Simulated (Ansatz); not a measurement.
# Ge19.7S70.5Sb9.8 (122 atoms) in the fluid state, part 2 of 2

Aim: follow Ge19.7S70.5Sb9.8 (122 atoms) in the fluid state with forces from DFT, and read its local order and motion.

Ansatz 0.2.0; Kohn-Sham DFT, PBE+D3(BJ), PAW (set soft_2), plane waves.

The cell: 24 Ge, 86 S and 12 Sb. Sampling is at Γ alone, for a cell whose shortest periodic width is 15 Å. Spin–orbit coupling is left out.

So far. Step 3 (Melting at 1600 K): Over the second half of 1020 fs the temperature averages 1658 K with swings of 90 K r.m.s. From first frame to last S has the largest mean square displacement, 6.4 Å² at the end; the farthest move is 4.63 Å. By the end of the lags followed (0.51 ps), the least mobile element has a mean square displacement of 1.6 Å², too little over such short lags to show that the memory of the start is lost. The vibrational density of states (Ge) has its highest peak at 61.1 cm⁻¹.

## 4. Liquid at 1200 K

The hot cell is sampled with a Nosé–Hoover thermostat, which disturbs diffusion little, and with stress on.

input.yaml reads:

```yaml
crystal:
  lattice:
    - [14.8711, 0.0, 0.0]
    - [0.0, 14.8711, 0.0]
    - [0.0, 0.0, 14.8711]
  atoms:
    - { symbol: Ge, position: [0.85977, 0.00774, 0.88167] }
    - { symbol: Ge, position: [0.62985, 0.87672, 0.01622] }
    - { symbol: Ge, position: [0.0978, 0.43768, 0.05815] }
    - { symbol: Ge, position: [0.57209, 0.93733, 0.34452] }
    - { symbol: Ge, position: [0.14328, 0.7379, 0.96557] }
    - { symbol: Ge, position: [0.37376, 0.31198, 0.16938] }
    - { symbol: Ge, position: [0.99242, 0.8212, 0.79781] }
    - { symbol: Ge, position: [0.5475, 0.45224, 0.35124] }
    - { symbol: Ge, position: [0.6504, 0.11347, 0.76364] }
    - { symbol: Ge, position: [0.0372, 0.24902, 0.67895] }
    - { symbol: Ge, position: [0.04694, 0.59108, 0.58087] }
    - { symbol: Ge, position: [0.34573, 0.76137, 0.60586] }
    - { symbol: Ge, position: [0.6372, 0.21221, 0.60766] }
    - { symbol: Ge, position: [0.85879, 0.24772, 0.64454] }
    - { symbol: Ge, position: [0.787, 0.54361, 0.841] }
    - { symbol: Ge, position: [0.27932, 0.43483, 0.24522] }
    - { symbol: Ge, position: [0.78435, 0.53499, 0.31152] }
    - { symbol: Ge, position: [0.23048, 0.9109, 0.887] }
    - { symbol: Ge, position: [0.42631, 0.64298, 0.1271] }
    - { symbol: Ge, position: [0.10633, 0.14723, 0.44393] }
    - { symbol: Ge, position: [0.43744, 0.11574, 0.88494] }
    - { symbol: Ge, position: [0.32639, 0.2452, 0.68094] }
    - { symbol: Ge, position: [0.82359, 0.04241, 0.50709] }
    - { symbol: Ge, position: [0.03291, 0.97217, 0.2397] }
    - { symbol: S, position: [0.86111, 0.5568, 0.60635] }
    - { symbol: S, position: [0.86115, 0.2007, 0.93881] }
    - { symbol: S, position: [0.31767, 0.01486, 0.78828] }
    - { symbol: S, position: [0.32859, 0.75077, 0.95357] }
    - { symbol: S, position: [0.77263, 0.37649, 0.23624] }
    - { symbol: S, position: [0.18688, 0.02147, 0.39571] }
    - { symbol: S, position: [0.1037, 0.80659, 0.10195] }
    - { symbol: S, position: [0.45777, 0.7955, 0.78031] }
    [... 84 atom lines left out ...]
    - { symbol: Sb, position: [0.56545, 0.19045, 0.19236] }
    - { symbol: Sb, position: [0.05606, 0.52424, 0.83192] }
    - { symbol: Sb, position: [0.10597, 0.82569, 0.49808] }
    - { symbol: Sb, position: [0.66026, 0.62522, 0.93937] }
    - { symbol: Sb, position: [0.95278, 0.98188, 0.68165] }
    - { symbol: Sb, position: [0.70451, 0.10899, 0.0136] }
kpoints:
  mp_grid: { grid: [1, 1, 1] }
hamiltonian:
  xc: pbe
  dispersion: d3bj
scf:
  occupations: { method: fermi_dirac, width: 0.103 }
output:
  forces: true
  stress: true
md:
  timestep: 3
  n_steps: 370
  ensemble: nvt_nose_hoover
  temperature: 1200
  initial_velocities: maxwell_boltzmann
  seed: 1677
```

Started as:

```sh
$ ansatz run input.yaml --threads 32 --pin off --max-ram 143360MiB --backend cuda --events-out ev --progress --plain --runs-dir out
```

Numbers of over 12 decimals in the logs are rounded to 6 here.

The program printed:

```text
[...]
Warning: output.stress: scf.convergence.dr2_threshold = 1e-7 eV (the SCF's general default) is looser than the 1.08e-8 eV advised for a printed stress (1e-10 eV for each atom of the cell: 122, of which 108 are counted). What an SCF threshold leaves in a stress goes as its square root, and in the free energy as the threshold itself, and one threshold admits the most on a small cell: [...]
[...]
Crystal: 122 atoms, lattice volume = 3288.738 Å³
Basis set: ecut = 420 eV, 64229 PW (Γ), exchange–correlation on 200×200×200 points (8 copies of the dense FFT grid, shifted against one another)
Bands: 639, of which v1, the nominal top of the filled ones, is band 516 counted from 1 (515 counted from 0)
Symmetry: 1 space group operations
k-points: 1
[...]
SCF iter   1: F=—  HF=-258471.872324 eV  |F-HF|=—  |Δ(HF+E_count)|=         —  Δρ=5.31e-3  dr2=3.77e0  ethr=1.77e-3  ⟨swp⟩=6.0  Hψ=2590  notcnv=0  defer=16
[...]
SCF iter   2: F=—  HF=-258471.606223 eV  |F-HF|=—  |Δ(HF+E_count)|=   2.66e-1  Δρ=3.10e-3  dr2=1.03e0  ethr=3.65e-4  ⟨swp⟩=2.0  Hψ=910  notcnv=0  defer=29
[...]
SCF 1 converged in 12 iterations: F = -258471.447001 eV  dr2 = 3.69e-8
[...]
md step    32: t =    96.00 fs  T =  1360.3 K  F+E_penalty+E_count = -258476.04383197 eV  E_kin = 21.276452 eV  conserved = -258452.67920209 eV  P_inst = 0.0239 GPa  (6 SCF iters)
[... from here on, the SCF cycles and remarks between the steps are left out ...]
md step    76: t =   228.00 fs  T =  1407.5 K  F+E_penalty+E_count = -258481.20624618 eV  E_kin = 22.014634 eV  conserved = -258452.70331857 eV  P_inst = -0.0956 GPa  (7 SCF iters)
md step   120: t =   360.00 fs  T =  1157.4 K  F+E_penalty+E_count = -258481.39025128 eV  E_kin = 18.102420 eV  conserved = -258452.72463528 eV  P_inst = -0.4390 GPa  (10 SCF iters)
md step   164: t =   492.00 fs  T =  1206.7 K  F+E_penalty+E_count = -258482.46297416 eV  E_kin = 18.873821 eV  conserved = -258452.71309724 eV  P_inst = -0.2900 GPa  (6 SCF iters)
md step   208: t =   624.00 fs  T =  1260.8 K  F+E_penalty+E_count = -258480.61332614 eV  E_kin = 19.719188 eV  conserved = -258452.70070308 eV  P_inst = -0.5094 GPa  (6 SCF iters)
md step   252: t =   756.00 fs  T =  1287.6 K  F+E_penalty+E_count = -258481.38764789 eV  E_kin = 20.138227 eV  conserved = -258452.70143566 eV  P_inst = 0.1767 GPa  (6 SCF iters)
md step   296: t =   888.00 fs  T =  1089.8 K  F+E_penalty+E_count = -258482.37298890 eV  E_kin = 17.045410 eV  conserved = -258452.70392567 eV  P_inst = 0.1420 GPa  (5 SCF iters)
md step   340: t =  1020.00 fs  T =  1153.0 K  F+E_penalty+E_count = -258481.90813923 eV  E_kin = 18.034157 eV  conserved = -258452.70556559 eV  P_inst = -0.2162 GPa  (11 SCF iters)
md step   369: t =  1107.00 fs  T =  1236.3 K  F+E_penalty+E_count = -258481.26699445 eV  E_kin = 19.335709 eV  conserved = -258452.70149154 eV  P_inst = -0.3393 GPa  (5 SCF iters)
md step   370: t =  1110.00 fs  T =  1232.7 K  F+E_penalty+E_count = -258481.17491055 eV  E_kin = 19.280139 eV  conserved = -258452.69830593 eV  P_inst = -0.3955 GPa  (10 SCF iters)
SCF converged after 10 iterations
Free energy (F): -258481.174911 eV
[...]
Internal energy: -258479.428384 eV  (E = F + TS)
E sigma→0 (E₀):  -258480.301647 eV
Entropy (-TS):   -1.746527 eV (-14.316 meV/atom)
Fermi energy:    4.496300 eV
[...]
--- Forces (eV/Å), atoms counted from 1 ---
[... 122 lines of forces left out ...]
  max |Σ_I F_I| component: 2.65e-5 eV/Å
--- Stress (GPa, compression-positive) ---
       -1.508909       0.071595       0.230011
        0.071595      -0.938870      -0.048818
        0.230011      -0.048818      -0.632908
  P = ⅓ Tr σ = -1.0269 GPa (-10.269 kbar)
--- MD trajectory: 370 steps, t = 0.0 → 1110.0 fs ---
[...]
conserved energy: peak-to-peak 5.469e-2 eV (4.483e-4 eV/atom) over 1110.0 fs
```

Wall time 4.4 min (1 × NVIDIA GB200 with 32 threads of Arm Neoverse V2, shared host); peak memory 1.9 GiB; 18 min of CPU time.

That memory is the host's.

The program notes that the SCF threshold is loose for the stress.

The trajectory, sampled:

```csv
time (fs),T (K),potential (meV/atom),conserved (meV/atom)
0.0,1200,0.0,0.00
72.0,1365,-29.3,-0.04
156.0,1183,-35.7,-0.11
222.0,1429,-80.6,-0.17
288.0,1343,-90.5,-0.41
372.0,1069,-71.2,-0.18
444.0,1081,-77.1,-0.30
516.0,1258,-94.1,-0.30
600.0,1322,-87.7,-0.28
666.0,1284,-72.3,-0.16
732.0,1280,-73.5,-0.11
816.0,1169,-92.3,-0.31
888.0,1090,-89.6,-0.21
960.0,1048,-81.7,-0.21
1044.0,1129,-77.7,-0.17
1110.0,1233,-79.7,-0.16
```

Mean square displacement from the first frame to the last: Ge 4.2 Å², S 5.1 Å², Sb 4.5 Å².

Table of mean square displacement by time lag:

| time lag (fs) | Ge (Å²) | S (Å²) | Sb (Å²) |
| --- | --- | --- | --- |
| 3 | 3.5e-4 | 8.9e-4 | 2.1e-4 |
| 24 | 0.0216 | 0.0526 | 0.0134 |
| 48 | 0.0778 | 0.175 | 0.0503 |
| 72 | 0.154 | 0.321 | 0.105 |
| 93 | 0.229 | 0.455 | 0.164 |
| 117 | 0.322 | 0.607 | 0.241 |
| 141 | 0.420 | 0.757 | 0.327 |
| 162 | 0.507 | 0.888 | 0.408 |
| 186 | 0.605 | 1.03 | 0.505 |
| 210 | 0.704 | 1.17 | 0.606 |
| 231 | 0.788 | 1.29 | 0.699 |
| 255 | 0.884 | 1.43 | 0.809 |
| 279 | 0.978 | 1.56 | 0.925 |
| 300 | 1.06 | 1.67 | 1.03 |
| 324 | 1.15 | 1.79 | 1.15 |
| 348 | 1.25 | 1.92 | 1.27 |
| 369 | 1.32 | 2.02 | 1.38 |
| 393 | 1.40 | 2.14 | 1.51 |
| 417 | 1.48 | 2.25 | 1.64 |
| 438 | 1.54 | 2.35 | 1.76 |
| 462 | 1.60 | 2.45 | 1.89 |
| 486 | 1.65 | 2.56 | 2.03 |
| 507 | 1.69 | 2.65 | 2.15 |
| 531 | 1.73 | 2.75 | 2.29 |
| 555 | 1.77 | 2.84 | 2.43 |

From 297 steps of 3.0 fs, resolution about 37 cm-1. The vibrational density of states by wavenumber; read off at these points; values in 1e-3 per cm⁻¹:

```csv
wavenumber (cm⁻¹),Ge,S,Sb
0,0.998,2.38,1.08
37,1.14,2.65,0.872
75,0.882,2.66,0.561
112,0.688,2.29,0.246
168,0.347,1.97,0.123
206,0.235,1.49,0.0635
243,0.206,1.33,0.0613
281,0.195,1.1,0.0616
318,0.149,0.808,0.0387
356,0.103,0.55,0.0149
412,0.0366,0.436,0.00588
449,0.0156,0.474,0.00371
487,0.0107,0.412,0.00282
524,0.0093,0.22,0.00212
562,0.00548,0.114,0.00125
599,0.00351,0.0616,6.3e-4
655,0.00265,0.0258,4.2e-4
693,0.00243,0.0153,2.1e-4
730,0.00124,0.0121,1.6e-4
768,6.6e-4,0.00958,1.3e-4
805,5.9e-4,0.00647,5.9e-5
842,4.7e-4,0.00636,4.0e-5
898,1.9e-4,0.00494,2.3e-5
936,1.1e-4,0.00523,1.8e-5
973,1.1e-4,0.00488,8.7e-6
1011,1.2e-4,0.00383,5.6e-6
1048,5.9e-5,0.00295,5.0e-6
1086,4.2e-5,0.0022,2.9e-6
1142,2.9e-5,0.00105,1.8e-6
1179,1.9e-5,5.3e-4,1.3e-6
1217,1.3e-5,2.9e-4,0
1254,9.8e-6,2.6e-4,0
1292,8.1e-6,2.2e-4,0
1329,5.3e-6,1.3e-4,0
1385,1.8e-6,1.0e-4,0
1423,1.3e-6,1.2e-4,0
1460,0,9.3e-5,0
1498,0,7.6e-5,0
```

Over the second half of 1110 fs the temperature averages 1222 K with swings of 89 K r.m.s. The conserved energy stays within 0.45 meV/atom, peak to peak. From first frame to last S has the largest mean square displacement, 5.1 Å² at the end; the farthest move is 5.01 Å. By the end of the lags followed (0.56 ps), the least mobile element has a mean square displacement of 1.8 Å², too little over such short lags to show that the memory of the start is lost. The slope of the later half of the mean square displacement gives diffusion coefficients of about 7.8e-5 cm²/s (S); over so short a run these are rough. The vibrational density of states (Ge) has its highest peak at 37.4 cm⁻¹. The run spans 1.11 ps, too short for its means to be equilibrium values.

## 5. Local order late in the run

The g(r) is a mean over the second half.

Density 3.01 g/cm³, 26.96 Å³ an atom.

Mean of 14 frames. Pair distribution functions g(r), in bins of 0.2 Å:

```csv
r (Å),total,S-S,S-Ge,S-Sb,Ge-Ge,Ge-Sb,Sb-Sb
1.80,0.08,0.15,0.00,0.00,0.00,0.00,0.00
2.00,0.85,1.61,0.17,0.00,0.00,0.00,0.00
2.20,0.96,0.77,1.98,0.22,0.00,0.00,0.00
2.40,1.22,0.23,2.86,2.25,0.05,0.00,0.00
2.60,0.99,0.12,2.02,2.63,0.10,0.00,0.00
2.80,0.75,0.26,1.34,1.73,0.00,0.16,0.00
3.00,0.83,0.65,1.05,1.40,0.28,0.28,0.00
3.20,0.92,0.94,0.90,1.08,0.63,0.60,0.50
3.40,1.19,1.34,0.98,1.03,1.12,1.59,0.65
3.60,1.27,1.54,0.91,0.80,1.48,1.82,1.60
3.80,1.25,1.48,0.91,0.82,1.38,2.07,0.82
4.00,1.15,1.33,0.87,0.82,1.28,1.83,0.90
4.20,1.00,1.03,0.89,0.85,1.29,1.45,1.85
4.40,0.86,0.93,0.74,0.66,1.02,1.29,1.28
4.60,0.89,0.94,0.85,0.59,1.17,1.12,1.30
4.80,0.90,0.92,0.89,0.77,0.92,1.06,0.73
5.00,0.89,0.92,0.89,0.77,0.88,0.91,0.87
5.20,1.02,1.02,1.06,0.94,1.00,1.03,1.16
5.40,0.99,0.94,1.07,1.08,0.91,0.87,1.29
5.60,1.02,1.00,1.04,1.21,0.68,0.86,0.96
5.80,1.04,0.99,1.04,1.25,0.90,0.91,1.15
6.00,1.04,0.98,1.16,1.17,0.81,0.86,1.09
6.20,1.02,0.96,1.12,1.20,0.82,0.73,0.88
6.40,1.01,0.99,1.03,1.17,0.89,0.92,0.44
6.60,1.02,0.99,1.00,1.18,1.14,1.03,0.68
6.80,1.02,1.04,0.96,1.02,1.17,1.03,0.51
7.00,1.00,1.00,1.01,1.00,1.07,0.90,0.75
7.20,1.01,1.00,1.04,0.96,1.07,1.09,0.75
```

## 6. What came out

| Item | Value |
| --- | --- |
| mean temperature, second half (liquid at 1200 K) | 1222 K |
| temperature swing, second half (liquid at 1200 K) | 89 K |
| mean pressure, second half (liquid at 1200 K) | 0.0573 GPa |
| slope of the conserved energy against time, by least squares (liquid at 1200 K) | -0.1294 meV/atom/ps |
| wall time of the 3 DFT runs | 8.5 min |

In words: Melting at 1600 K: by the end of the lags followed (0.51 ps), the least mobile element has a mean square displacement of 1.6 Å², too little over such short lags to show that the memory of the start is lost. Liquid at 1200 K: by the end of the lags followed (0.56 ps), the least mobile element has a mean square displacement of 1.8 Å², too little over such short lags to show that the memory of the start is lost. Liquid at 1200 K: the slope of the later half of the mean square displacement gives diffusion coefficients of about 7.8e-5 cm²/s (S); over so short a run these are rough.

**Limits.** The program warns that the dispersion model switches its C6 values near this geometry, which can put artefacts into forces and pressure.

[Logs are printed without paths, hosts, clocks, repeated set-up lines and the standing remarks that a program may print on its own settings, such as how far it seeks lower states.]

[Hosts, paths, dates, database ids (printed as entryN), source tags and the programs' standing remarks are cut or masked in the printed files.]
